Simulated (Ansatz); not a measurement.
The crystal is GaN (P6_3mc).

The database entry behind the starting cell has ideal inner coordinates that were not refined, so it need not match the best structure at ambient conditions.

```xyz
4
Lattice="3.1900 0.0000 0.0000 -1.5950 2.7626 0.0000 0.0000 0.0000 5.1890" Properties=species:S:1:pos:R:3 pbc="T T T"
Ga    1.5950    0.9209    0.0000
Ga    0.0000    1.8417    2.5945
N     1.5950    0.9209    1.9459
N     0.0000    1.8417    4.5404
```

The cell and positions come from the Crystallography Open Database and are kept as given unless a step says otherwise. PAW set soft_2, made with PBE.

Gaps computed with Ansatz 0.2.0 without a self-energy: PBE 1.89 eV, r2SCAN 2.30 eV, HSE06 3.15 eV, PBE0 3.84 eV and DDH-PBE0 3.20 eV.

Q: What gap should G0W0 on PBE give (6×6×4 mesh, 293 empty bands, screening to 200 eV, default PAW files)?

About 3.02 eV: on its mesh the run moves the gap from 1.89 eV by +1.13 eV. Among the scalar-relativistic levels given, HSE06 is nearest (+0.13 eV). Bands and cutoff are finite, so the gap is not at the basis limit. The miss can reach some tenths of an eV and take either sign; the mesh is an error of its own. The many-body steps are scalar-relativistic: spin-orbit coupling is not in them.

[Paths, hosts, dates, memory and timing lines, banners, echoed tables and standing remarks are left out of the program output.]

[Logs are printed without paths, hosts, clocks, repeated set-up lines and the standing remarks that a program may print on its own settings, such as how far it seeks lower states.]

[Runs of the session that timed out or met a known fault of the program may be left out.]

[Cells called generated may have been cut or substituted from an entry of the Crystallography Open Database or the Materials Project.]

[Hosts, paths, dates, database ids (printed as entryN), source tags and the programs' standing remarks are cut or masked in the printed files.]
